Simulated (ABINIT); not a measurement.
Entries from a set of simulations; values are calculated unless marked as measured.

### Quasiparticle gap of BP (F-43m) in ABINIT

Symmetry: F-43m, No. 216, cubic system. Conventional cell: a = 4.538 Å, b = 4.538 Å, c = 4.538 Å, α = 90.00°, β = 90.00°, γ = 90.00°. Nearest to B lie 4 P at 1.97 Å. P has 4 B at 1.97 Å nearest. Farther neighbours, and contacts between anions beyond the nearest, are not listed.

```xyz
2
Lattice="0.0000 2.2690 2.2690 2.2690 0.0000 2.2690 2.2690 2.2690 0.0000" Properties=species:S:1:pos:R:3 pbc="T T T"
B     0.0000    0.0000    0.0000
P     1.1345    1.1345    1.1345
```

- method: RPA screening on PBE, plane waves, norm-conserving pseudopotentials (and 2 further levels or steps)
- program: ABINIT 10.8.3
- settings: cutoff 34 Ha, PseudoDojo scalar-relativistic 0.4.1 standard, norm-conserving, ngkpt (4, 4, 4), nband 111, ecuteps 8 Ha, inclvkb 2, shiftk (0, 0, 0), symchi 1, awtr 1, frequency ppm, 4×4×4 k-mesh
- cost: 5 runs, 50 s in all on 8 MPI ranks of Intel Xeon Platinum 8259CL at 2.50GHz (Skylake/Cascade Lake), shared host
- notes: The cell and positions come from the Crystallography Open Database and are kept as given unless a step says otherwise. Local fields lower the RPA ε∞ on this mesh from 13.91 to 12.75; a Γ-centred mesh this coarse tends to raise both, most where the direct gap is narrow, while a short band sum lowers them. The 4×4×4 mesh is coarse for this cell, which bears on the long-range parts of exchange and screening.
- PBE gap: 1.26 eV, indirect
- G0W0 gap on the mesh: 2.03 eV
- G0W0 gap over the zone (rigid shift): 1.94 eV
- GW settings: 4×4×4 mesh, 111 bands, screening to 217.7 eV, Godby-Needs plasmon pole
- known limits: short of the basis limit; coarse k mesh

G0W0 moves the gap on the mesh from 1.35 eV to 2.03 eV (+0.68 eV), with Z of 0.79 and 0.81 at the edges. The mesh misses the band edges by 0.09 eV in all; a rigid shift gives 1.94 eV for the zone.

[Long decimals in the printed logs are rounded to 6 places.]

[Logs are printed without paths, hosts, clocks, repeated set-up lines and the standing remarks that a program may print on its own settings, such as how far it seeks lower states.]

[Paths, hosts, dates, memory and timing lines, banners, echoed tables and standing remarks are left out of the program output; an Ansatz launch command may be rebuilt from the run's recorded settings. Measured values are a selection of at most five: reports struck by readers or far from the other reports are left out. None is set beside runs whose start may be inverted or whose files or cutoffs have a known fault.]

[Runs of the session that timed out or met a known fault of the program may be left out.]

[Hosts, paths, dates, database ids (printed as entryN), source tags and the programs' standing remarks are cut or masked in the printed files.]

[G0W0 gaps are taken among the corrected bands and points alone; a level outside them can change the order at an edge.]

[Where Ansatz stands beside ABINIT at settings called matched, ABINIT's density can come from a denser mesh and the files from another edition; pairs whose starting gaps differed by over 0.03 eV were left out, so agreement reads better than it is.]
